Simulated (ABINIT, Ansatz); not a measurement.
# Li3ClO (Pm-3m): modes at Γ and the response to a field

Which modes does Li3ClO (Pm-3m) have at the zone centre?

Program: ABINIT 10.8.3. Level of theory: DFT LDA, scalar-relativistic, plane waves, PseudoDojo norm-conserving pseudopotentials. Results are calculated unless marked as measured.

## Step 1: Set-up

The structure is cubic, space group Pm-3m (No. 221). The conventional cell has a = 3.770 Å, b = 3.770 Å, c = 3.770 Å, α = 90.00°, β = 90.00°, γ = 90.00°. Cl has 12 Li at 2.67 Å nearest. Nearest to O lie 6 Li at 1.88 Å. Nearest to Li lie 2 O at 1.88 Å and 4 Cl at 2.67 Å and 8 Li at 2.67 Å. Farther neighbours and most contacts between anions are not listed.

## Step 2: Relaxing the cell and atoms

The harmonic expansion needs vanishing forces, and a free crystal bears no stress, so cell and atoms are brought to rest. Stress is more sensitive to the basis than forces are: the last 3 Ha under the cutoff are smoothed with ecutsm, and the cutoff is raised above that of the later runs.

The starting cell comes from a relaxation made beforehand in Ansatz (LDA, PseudoDojo NC).

relax.abi

```
# relaxation
ionmov 2
optcell 2
dilatmx 1.08
ntime 40
tolmxf 1.0d-05
tolvrs 1.0d-14
prtwf 0
prtden 0
chksymtnons 0

# basis, mesh and filling
ecut 44.0
ecutsm 3.0
ngkpt 6 6 6
nshiftk 1
shiftk 0.0 0.0 0.0
istwfk *1
occopt 1
nband 11
nstep 100
diemac 9.0
prtebands 0
prtgsr 0
useylm 1

# cell and atoms
acell 7.123358892 7.123358892 7.123358892
rprim 
    1.0 0.0 0.0
    0.0 1.0 0.0
    0.0 0.0 1.0
ntypat 3
znucl 17 8 3
natom 5
typat 1 2 3 3 3
xred 
    0.0 0.0 0.0
    0.5 0.5 0.5
    0.5 0.5 0.0
    0.5 0.0 0.5
    0.0 0.5 0.5
pp_dirpath "./pseudo"
pseudos "Cl.upf, O.upf, Li.upf"
```

Command:

```sh
> OMP_NUM_THREADS=1 mpirun -n 4 abinit relax.abi > relax.log
```

Numbers of over 12 decimals in the logs are rounded to 6 here.

relax.abo, the main output file:

```text
[banners, grids, parts of the stress and lines that vanish by symmetry left out]
- input  file    -> relax.abi
- output file    -> relax.abo
- root for input  files -> relaxi
[...]
Symmetries : space group Pm -3 m (#221); Bravais cP (primitive cubic)
[...]
mpw =        6382          nfft =      110592          nkpt =          20
[...]
== DATASET  1 ==================================================================
[...]
cutoff_energies: {ecut:  44.0, pawecutdg:  -1.0, }
[...]
ETOT  1  -54.206366889701    -5.421E+01 2.750E-01 2.173E+03
 ETOT  2  -54.084267028647     1.221E-01 7.037E-04 2.413E+03
 ETOT  3  -54.497701317434    -4.134E-01 3.459E-03 2.317E+02
 ETOT  4  -54.527000149286    -2.930E-02 8.788E-04 2.927E+00
 ETOT  5  -54.527142448790    -1.423E-04 2.220E-06 2.641E+00
[...]
At SCF step   13       vres2   =  3.08E-15 < tolvrs=  1.00E-14 =>converged.
[...]
sigma(1 1)=  8.34203827E-07  sigma(3 2)=  0.00000000E+00
  sigma(2 2)=  8.34203827E-07  sigma(3 1)=  0.00000000E+00
  sigma(3 3)=  8.34203827E-07  sigma(2 1)=  0.00000000E+00
[...]
convergence: {deltae: -1.819E-12, res2:  3.081E-15, residm:  9.927E-18, diffor: null, }
etotal    :  -5.45275640E+01
[...]
ETOT  1  -54.527563935731    -5.453E+01 6.217E-11 8.891E-04
[...]
At SCF step    9       vres2   =  2.18E-15 < tolvrs=  1.00E-14 =>converged.
[...]
sigma(1 1)=  6.73129016E-07  sigma(3 2)=  0.00000000E+00
  sigma(2 2)=  6.73129016E-07  sigma(3 1)=  0.00000000E+00
  sigma(3 3)=  6.73129016E-07  sigma(2 1)=  0.00000000E+00
[...]
convergence: {deltae: -5.635E-12, res2:  2.179E-15, residm:  2.712E-19, diffor: null, }
etotal    :  -5.45275640E+01
[...]
ETOT  1  -54.527562115367    -5.453E+01 8.651E-09 1.550E-02
[...]
ETOT  9  -54.527564086738    -1.037E-12 5.071E-18 3.829E-14
 ETOT 10  -54.527564086736     2.203E-12 9.497E-20 2.518E-15
 At SCF step   10       vres2   =  2.52E-15 < tolvrs=  1.00E-14 =>converged.
[...]
sigma(1 1)= -2.80103389E-10  sigma(3 2)=  0.00000000E+00
  sigma(2 2)= -2.80103382E-10  sigma(3 1)=  0.00000000E+00
  sigma(3 3)= -2.80103377E-10  sigma(2 1)=  0.00000000E+00
[...]
convergence: {deltae:  2.203E-12, res2:  2.518E-15, residm:  9.497E-20, diffor: null, }
etotal    :  -5.45275641E+01
[...]
At Broyd/MD step   3, gradients are converged :
[...]
sigma(1 1)= -2.80103389E-10  sigma(3 2)=  0.00000000E+00
  sigma(2 2)= -2.80103382E-10  sigma(3 1)=  0.00000000E+00
  sigma(3 3)= -2.80103377E-10  sigma(2 1)=  0.00000000E+00
[...]
- sigma(1 1)= -8.24092623E-06  sigma(3 2)=  0.00000000E+00
- sigma(2 2)= -8.24092602E-06  sigma(3 1)=  0.00000000E+00
- sigma(3 3)= -8.24092586E-06  sigma(2 1)=  0.00000000E+00
[...]
fcart     -0.0000000000E+00 -0.0000000000E+00 -0.0000000000E+00
           strten     -2.8010338927E-10 -2.8010338233E-10 -2.8010337669E-10
================================================================================

[key lines of the parts left out:]
pressure_GPa:   8.2409E-06
Total energy (etotal) [Ha]= -5.45275640867359E+01
```

The job ended after 34 s (4 MPI ranks of Arm Neoverse V1, shared host; 2.2 min of CPU time).

Little changed from the start: no atom moved by 0.005 Å and no cell edge by 0.1 %.

Read from the output:

```
volume per atom : 10.71 Å³
pressure        : 8.24e-6 GPa
```

## Step 3: Self-consistent run for the response

The response is built on these wavefunctions, so the potential is converged far more tightly than an energy would need.

gs.abi

```
# ground state
tolvrs 1.0d-16
prtden 1
prtwf 1

# basis, mesh and filling
ecut 36.0
ngkpt 6 6 6
nshiftk 1
shiftk 0.0 0.0 0.0
istwfk *1
occopt 1
nband 11
nstep 100
diemac 9.0
prtebands 0
prtgsr 0
useylm 1

# cell and atoms
acell 7.122435924 7.122435924 7.122435924
rprim 
    1.0 0.0 0.0
    0.0 1.0 0.0
    0.0 0.0 1.0
ntypat 3
znucl 17 8 3
natom 5
typat 1 2 3 3 3
xred 
    0.0 0.0 0.0
    0.5 0.5 0.5
    0.5 0.5 0.0
    0.5 0.0 0.5
    0.0 0.5 0.5
pp_dirpath "./pseudo"
pseudos "Cl.upf, O.upf, Li.upf"
```

Command:

```sh
> OMP_NUM_THREADS=1 mpirun -n 4 abinit gs.abi > gs.log
```

gs.abo, the main output file:

```text
[banners, grids, parts of the stress and lines that vanish by symmetry left out]
- input  file    -> gs.abi
- output file    -> gs.abo
- root for input  files -> gsi
[...]
Symmetries : space group Pm -3 m (#221); Bravais cP (primitive cubic)
[...]
mpw =        3771          nfft =       64000          nkpt =          20
[...]
== DATASET  1 ==================================================================
[...]
cutoff_energies: {ecut:  36.0, pawecutdg:  -1.0, }
[...]
ETOT  1  -54.178800636375    -5.418E+01 1.290E-01 1.294E+03
 ETOT  2  -54.050796129577     1.280E-01 1.601E-03 1.515E+03
 ETOT  3  -54.498702151767    -4.479E-01 3.705E-03 1.294E+02
 ETOT  4  -54.526755336026    -2.805E-02 7.847E-04 1.446E+00
 ETOT  5  -54.526743529577     1.181E-05 7.159E-06 1.659E+00
[...]
ETOT 14  -54.527181077368    -6.111E-13 5.368E-19 3.345E-15
 ETOT 15  -54.527181077368    -3.055E-13 1.809E-20 5.988E-17
 At SCF step   15       vres2   =  5.99E-17 < tolvrs=  1.00E-16 =>converged.
[...]
sigma(1 1)=  1.38268378E-05  sigma(3 2)=  0.00000000E+00
  sigma(2 2)=  1.38268378E-05  sigma(3 1)=  0.00000000E+00
  sigma(3 3)=  1.38268378E-05  sigma(2 1)=  0.00000000E+00
[...]
convergence: {deltae: -3.055E-13, res2:  5.988E-17, residm:  1.809E-20, diffor: null, }
etotal    :  -5.45271811E+01
[...]
sigma(1 1)=  1.38268378E-05  sigma(3 2)=  0.00000000E+00
  sigma(2 2)=  1.38268378E-05  sigma(3 1)=  0.00000000E+00
  sigma(3 3)=  1.38268378E-05  sigma(2 1)=  0.00000000E+00
[...]
- sigma(1 1)=  4.06799612E-01  sigma(3 2)=  0.00000000E+00
- sigma(2 2)=  4.06799612E-01  sigma(3 1)=  0.00000000E+00
- sigma(3 3)=  4.06799612E-01  sigma(2 1)=  0.00000000E+00
[...]
fcart     -0.0000000000E+00 -0.0000000000E+00 -0.0000000000E+00
           strten      1.3826837790E-05  1.3826837790E-05  1.3826837790E-05
================================================================================

[key lines of the parts left out:]
pressure_GPa:  -4.0680E-01
```

Wall time 11 s (4 MPI ranks).

This step gave:

- pressure: -0.4068 GPa

The cell stands at -0.41 GPa: the relaxation ran with a smoothed and higher cutoff, and the difference is a stress of the finite basis.

## Step 4: The gap at rest

Empty bands on the ground state's density check that the gap assumed so far is there in this cell.

gap.abi

```
# empty bands on the ground state's density
iscf -2
getden_filepath "gso_DEN"
tolwfr 1.0d-12
nbdbuf 2
prtwf 0

# basis, mesh and filling
ecut 36.0
ngkpt 6 6 6
nshiftk 1
shiftk 0.0 0.0 0.0
istwfk *1
occopt 1
nband 15
nstep 100
diemac 9.0
prtebands 0
prtgsr 0
useylm 1

# cell and atoms
acell 7.122435924 7.122435924 7.122435924
rprim 
    1.0 0.0 0.0
    0.0 1.0 0.0
    0.0 0.0 1.0
ntypat 3
znucl 17 8 3
natom 5
typat 1 2 3 3 3
xred 
    0.0 0.0 0.0
    0.5 0.5 0.5
    0.5 0.5 0.0
    0.5 0.0 0.5
    0.0 0.5 0.5
pp_dirpath "./pseudo"
pseudos "Cl.upf, O.upf, Li.upf"
```

Command:

```sh
> OMP_NUM_THREADS=1 mpirun -n 4 abinit gap.abi > gap.log
```

gap.abo, the main output file:

```text
[banners, grids, parts of the stress and lines that vanish by symmetry left out]
- input  file    -> gap.abi
- output file    -> gap.abo
- root for input  files -> gapi
[...]
Symmetries : space group Pm -3 m (#221); Bravais cP (primitive cubic)
[...]
mpw =        3771          nfft =       64000          nkpt =          20
[...]
== DATASET  1 ==================================================================
[...]
cutoff_energies: {ecut:  36.0, pawecutdg:  -1.0, }
[...]
-outvars: echo values of variables after computation
            acell      7.1224359240E+00  7.1224359240E+00  7.1224359240E+00 Bohr
================================================================================
```

It took 9.6 s on 4 MPI ranks.

Read from the output:

- gap on the k-mesh: 4.701 eV

In this cell the gap on the mesh is 4.7 eV, direct, so fixed occupations hold.

## Step 5: Linear response at Γ

The derivative of the wavefunctions by k comes first, since the response to a field is built on it; then the field and the displacements that symmetry doesn't supply are solved at q = 0.

It reads the wavefunctions written in step 3.

dfpt_gamma.abi

```
ndtset 2

# common to the responses
getwfk_filepath "gso_WFK"
kptopt 2
nqpt 1
qpt 0.0 0.0 0.0
asr 0
chneut 0

# d/dk
rfelfd1 2
rfdir1 1 1 1
iscf1 -3
tolwfr1 1.0d-20

# displacements, field
rfphon2 1
rfatpol2 1 5
rfdir2 1 1 1
rfelfd2 3
getddk2 1
tolvrs2 1.0d-10
prtwf2 0

# basis, mesh and filling
ecut 36.0
ngkpt 6 6 6
nshiftk 1
shiftk 0.0 0.0 0.0
istwfk *1
occopt 1
nband 11
nstep 100
diemac 9.0
prtebands 0
prtgsr 0
useylm 1

# cell and atoms
acell 7.122435924 7.122435924 7.122435924
rprim 
    1.0 0.0 0.0
    0.0 1.0 0.0
    0.0 0.0 1.0
ntypat 3
znucl 17 8 3
natom 5
typat 1 2 3 3 3
xred 
    0.0 0.0 0.0
    0.5 0.5 0.5
    0.5 0.5 0.0
    0.5 0.0 0.5
    0.0 0.5 0.5
pp_dirpath "./pseudo"
pseudos "Cl.upf, O.upf, Li.upf"
```

Command:

```sh
> OMP_NUM_THREADS=1 mpirun -n 4 abinit dfpt_gamma.abi > dfpt_gamma.log
```

dfpt_gamma.abo, the main output file:

```text
[banners, grids, parts of the stress and lines that vanish by symmetry left out]
- input  file    -> dfpt_gamma.abi
- output file    -> dfpt_gamma.abo
- root for input  files -> dfpt_gammai
[...]
DATASET    1 : space group Pm -3 m (#221); Bravais cP (primitive cubic)
[...]
nfft =       64000          nkpt =         112
[...]
DATASET    2 : space group Pm -3 m (#221); Bravais cP (primitive cubic)
[...]
nfft =       64000          nkpt =         112
[...]
== DATASET  1 ==================================================================
[...]
cutoff_energies: {ecut:  36.0, pawecutdg:  -1.0, }
[...]
-  3.00000   3.00000  180309                  znucl, zion, pspdat
[...]
Perturbation : derivative vs k along direction   1
[...]
-ETOT  1  -17.242403433005     -1.724E+01 2.139E-01 0.000E+00
 ETOT  2  -17.274386440169     -3.198E-02 2.055E-03 0.000E+00
 ETOT  3  -17.274651460733     -2.650E-04 3.895E-05 0.000E+00
 ETOT  4  -17.274655435982     -3.975E-06 1.024E-06 0.000E+00
 ETOT  5  -17.274655510036     -7.405E-08 3.195E-08 0.000E+00
[...]
At SCF step   14   max residual=  9.96E-21 < tolwfr=  1.00E-20 =>converged.
[...]
Perturbation : derivative vs k along direction   2
[...]
-ETOT  1  -17.242187129948     -1.724E+01 2.139E-01 0.000E+00
[...]
At SCF step   14   max residual=  9.96E-21 < tolwfr=  1.00E-20 =>converged.
[...]
Perturbation : derivative vs k along direction   3
[...]
-ETOT  1  -17.242403302617     -1.724E+01 2.139E-01 0.000E+00
[...]
At SCF step   14   max residual=  9.96E-21 < tolwfr=  1.00E-20 =>converged.
[...]
1        1       0.6923331649   -0.0000000000
     1        2       0.0000000000    0.0000000000
     1        3       0.0000000000    0.0000000000
     2        1       0.0000000000    0.0000000000
     2        2       0.6923331649   -0.0000000000
     2        3       0.0000000000    0.0000000000
     3        1       0.0000000000    0.0000000000
     3        2       0.0000000000    0.0000000000
     3        3       0.6923331649    0.0000000000
[...]
== DATASET  2 ==================================================================
[...]
cutoff_energies: {ecut:  36.0, pawecutdg:  -1.0, }
[...]
Perturbation : displacement of atom   1   along direction   1
[...]
-ETOT  1   1.685883     -6.183E+02 1.844E+00 9.348E+02
[...]
At SCF step    9       vres2   =  6.16E-12 < tolvrs=  1.00E-10 =>converged.
[...]
Perturbation : displacement of atom   2   along direction   1
[...]
-ETOT  1   7.278521     -3.059E+03 1.682E+00 7.109E+03
[...]
At SCF step   10       vres2   =  1.34E-12 < tolvrs=  1.00E-10 =>converged.
[...]
Perturbation : displacement of atom   3   along direction   1
[...]
-ETOT  1   1.363737     -1.737E+03 2.030E+01 6.756E+02
[...]
At SCF step    9       vres2   =  6.48E-11 < tolvrs=  1.00E-10 =>converged.
[...]
Perturbation : displacement of atom   3   along direction   3
[...]
-ETOT  1   4.438440     -1.720E+03 1.958E+01 9.523E+02
[...]
At SCF step    9       vres2   =  7.34E-12 < tolvrs=  1.00E-10 =>converged.
[...]
Perturbation : homogeneous electric field along direction   1
[...]
-ETOT  1  -46.969110575990     -4.697E+01 4.875E-01 1.079E+04
[...]
ETOT  9  -51.354813132550     -7.034E-13 2.747E-14 1.685E-10
 ETOT 10  -51.354813132550     -2.913E-13 4.568E-16 1.914E-12
 At SCF step   10       vres2   =  1.91E-12 < tolvrs=  1.00E-10 =>converged.
[...]
Dielectric tensor, in cartesian coordinates,
[...]
1    7   1    7         3.2951059038        -0.0000000000
   1    7   2    7        -0.0000000000        -0.0000000000
   1    7   3    7        -0.0000000000        -0.0000000000
   2    7   1    7        -0.0000000000        -0.0000000000
   2    7   2    7         3.2951059038        -0.0000000000
   2    7   3    7        -0.0000000000        -0.0000000000
   3    7   1    7        -0.0000000000        -0.0000000000
   3    7   2    7        -0.0000000000        -0.0000000000
   3    7   3    7         3.2951059038        -0.0000000000
  Effective charges, in cartesian coordinates,
[...]
1    1   1    7        -1.2527610479         0.0000000000
   2    1   1    7         0.0000000000         0.0000000000
   3    1   1    7         0.0000000000         0.0000000000
   1    2   1    7        -2.0660747525         0.0000000000
   2    2   1    7         0.0000000000         0.0000000000
[...]
Effective charges, in cartesian coordinates,
[...]
2    7   1    5         0.0000000000         0.0000000000
   3    7   1    5         0.0000000000         0.0000000000
   1    7   2    5         0.0000000000         0.0000000000
   2    7   2    5         1.1678790488         0.0000000000
   3    7   2    5         0.0000000000         0.0000000000
   1    7   3    5         0.0000000000         0.0000000000
   2    7   3    5         0.0000000000         0.0000000000
   3    7   3    5         1.1678790488         0.0000000000
  Phonon wavevector (reduced coordinates) :  0.00000  0.00000  0.00000
 Phonon energies in Hartree :
[...]
Phonon frequencies in cm-1    :
-  4.430469E+00  4.430469E+00  4.430469E+00  1.593646E+02  1.593646E+02
-  1.593646E+02  2.250609E+02  2.250609E+02  2.250609E+02  3.777318E+02
-  3.777318E+02  3.777318E+02  5.971940E+02  5.971940E+02  5.971940E+02
  Phonon at Gamma, with non-analyticity in the
[...]
Phonon energies in Hartree :
[...]
Phonon frequencies in cm-1    :
-  4.430469E+00  4.430469E+00  4.430544E+00  1.593646E+02  1.593646E+02
-  2.250609E+02  2.250609E+02  2.250609E+02  2.313029E+02  3.777318E+02
-  3.777318E+02  4.859030E+02  5.971940E+02  5.971940E+02  6.857806E+02
  Phonon at Gamma, with non-analyticity in the
[...]
Phonon energies in Hartree :
[...]
Phonon frequencies in cm-1    :
-  4.430469E+00  4.430469E+00  4.430544E+00  1.593646E+02  1.593646E+02
-  2.250609E+02  2.250609E+02  2.250609E+02  2.313029E+02  3.777318E+02
-  3.777318E+02  4.859030E+02  5.971940E+02  5.971940E+02  6.857806E+02
  Phonon at Gamma, with non-analyticity in the
[...]
Phonon energies in Hartree :
[...]
Phonon frequencies in cm-1    :
-  4.430469E+00  4.430469E+00  4.430544E+00  1.593646E+02  1.593646E+02
-  2.250609E+02  2.250609E+02  2.250609E+02  2.313029E+02  3.777318E+02
-  3.777318E+02  4.859030E+02  5.971940E+02  5.971940E+02  6.857806E+02
[...]
fcart2     0.0000000000E+00  0.0000000000E+00  0.0000000000E+00
           strten2     0.0000000000E+00  0.0000000000E+00  0.0000000000E+00
================================================================================
```

The job ended after 3.4 min (4 MPI ranks; 13 min of CPU time).

Numbers from this step:

```yaml
miss_of_the_charge_sum_rule: 3.82e-4 e
largest_acoustic_frequency_at_the_zone_centre_before_the_sum_rule: 4.43 cm⁻¹
highest_optical_zone_centre_mode_no_lo_to_term: 597.2 cm⁻¹
lowest_optical_zone_centre_mode: 159.4 cm⁻¹
mean_high_frequency_dielectric_constant: 3.295
largest_born_charge_in_size_third_of_the_trace: 2.066 e
```

Born charge (rows field, columns displacement), before the sum rule (e), principal values of the symmetric part by kind of site:

| atom | atoms with these values | low | middle | high | mean |
| --- | --- | --- | --- | --- | --- |
| Cl1 | 1 | -1.25 | -1.25 | -1.25 | -1.25 |
| O2 | 1 | -2.07 | -2.07 | -2.07 | -2.07 |
| Li3 | 3 | 0.98 | 1.17 | 1.17 | 1.11 |

In full for Cl1:

```
-1.25  0.00  0.00
 0.00 -1.25  0.00
 0.00  0.00 -1.25
```

High-frequency dielectric tensor:

```
3.30 0.00 0.00
0.00 3.30 0.00
0.00 0.00 3.30
```

The acoustic modes at Γ come out as far as 4.4 cm⁻¹ from zero, where they should vanish, a small numerical error; the Born charges miss their sum rule by 3.8e-4 e, which is good.

(Part 1 of 3 ends here.)

[Host names and launcher messages were left out of these logs when they were recorded.]

[Logs are printed without paths, hosts, clocks, repeated set-up lines and the standing remarks that a program may print on its own settings, such as how far it seeks lower states.]

[Hosts, paths, dates, database ids (printed as entryN), source tags and the programs' standing remarks are cut or masked in the printed files.]
